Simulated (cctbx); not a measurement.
**Accept or mend?**

Cell a = 3.7030 Å, b = 11.6760 Å, c = 12.0820 Å, α = 90.00°, β = 90.00°, γ = 90.00°; space group Cmcm (no. 63).

Simulated single-crystal data (cctbx): Mo Kα, λ = 0.71073 Å, to d = 0.77 Å, 95 % of the full sphere, strongest reflection 20000 counts, noise from counting, a 4 % proportional error and a noise floor of 8 counts (s.d.); no absorption, and some extinction, which the refinements don't model.

An anisotropic refinement with weights 1/σ² prints:

```text
Rint 0.033, 362 unique reflections to 0.77 A
cycle     R1     wR2    GooF  max shift (A)
   1  0.1027  0.2449   9.888   0.01623
   2  0.1022  0.2399   9.686   0.00006
final R1 0.1022 wR2 0.2399 GooF 9.686  parameters 20  data/parameter 18.1
atom        x        y        z      Ueq    occ   su(xyz)  su(Uiso or U11)
Ir1    0.00000  0.12556  0.93383   0.0034  1.000  0.00015  0.0011
Ca1    0.00000  0.38272  0.75000   0.0121  1.000  0.00115  0.0073
S1     0.00000  0.23156  0.09778   0.0119  1.000  0.00108  0.0064
S2     0.50000  0.00000  0.00000   0.0144  1.000  0.00000  0.0077
difference map: max 49.38 min -4.79 rms 1.77
Q1    0.0000  0.0611  0.7500    4   49.45  2.35 A from Ir1
Q2    0.0000  0.1280  0.5712    8   10.26  0.07 A from Ir1
Q3    0.0000  0.2826  0.6680    8    4.21  1.53 A from Ca1
Q4    0.0000  0.4289  0.5497    8    3.78  1.02 A from S2
Q5    0.0000  0.1896  0.7500    4    3.62  2.26 A from Ca1
Q6    0.0000  0.5000  0.0000    4    3.61  0.00 A from S2
```

**Question.** Can this result stand? If not, what is the likely fault?

Mend it. The fault: an atom left out, S at (0, 0.0606, 3/4). Against the right model at the same level, R1 goes from 0.0129 to 0.1022 and GooF from 1.11 to 9.69 and the top difference peak, 49.5 e/Å³, lies 2.35 Å from Ir1. Q1 is the missing atom. With scattering power missing, scale and phases suffer, so peaks may also grow on the heavy atoms.

The compound is CaIr2S4. The right model at the same level gives:

```text
Rint 0.033, 362 unique reflections to 0.77 A
cycle     R1     wR2    GooF  max shift (A)
   1  0.0163  0.0351   1.424   0.00149
   2  0.0129  0.0272   1.107   0.00000
final R1 0.0129 wR2 0.0272 GooF 1.107  parameters 24  data/parameter 15.1
atom        x        y        z      Ueq    occ   su(xyz)  su(Uiso or U11)
Ir1    0.00000  0.12561  0.93380   0.0048  1.000  0.00002  0.0001
Ca1    0.00000  0.38241  0.75000   0.0129  1.000  0.00012  0.0008
S1     0.00000  0.23060  0.09671   0.0130  1.000  0.00012  0.0006
S2     0.00000  0.06058  0.75000   0.0105  1.000  0.00015  0.0008
S3     0.50000  0.00000  0.00000   0.0106  1.000  0.00000  0.0008
difference map: max 0.83 min -2.02 rms 0.27
Q1    0.0000  0.3618  0.2500    4    0.84  2.06 A from S2
Q2    0.1832  0.2801  0.0795   16    0.71  0.92 A from S1
Q3    0.0000  0.4390  0.2500    4    0.71  1.85 A from S2
Q4    0.1164  0.0426  0.5539   16    0.64  1.07 A from Ir1
Q5    0.1896  0.1324  0.0309   16    0.62  1.37 A from Ir1
Q6    0.0000  0.1068  0.0720    8    0.62  1.48 A from S1
```

This is a model crystal, built by substitution and not relaxed, with assumed displacement parameters.

[Middle refinement cycles are left out of these outputs.]

[Logs are printed without paths, hosts, clocks, repeated set-up lines and the standing remarks that a program may print on its own settings, such as how far it seeks lower states.]
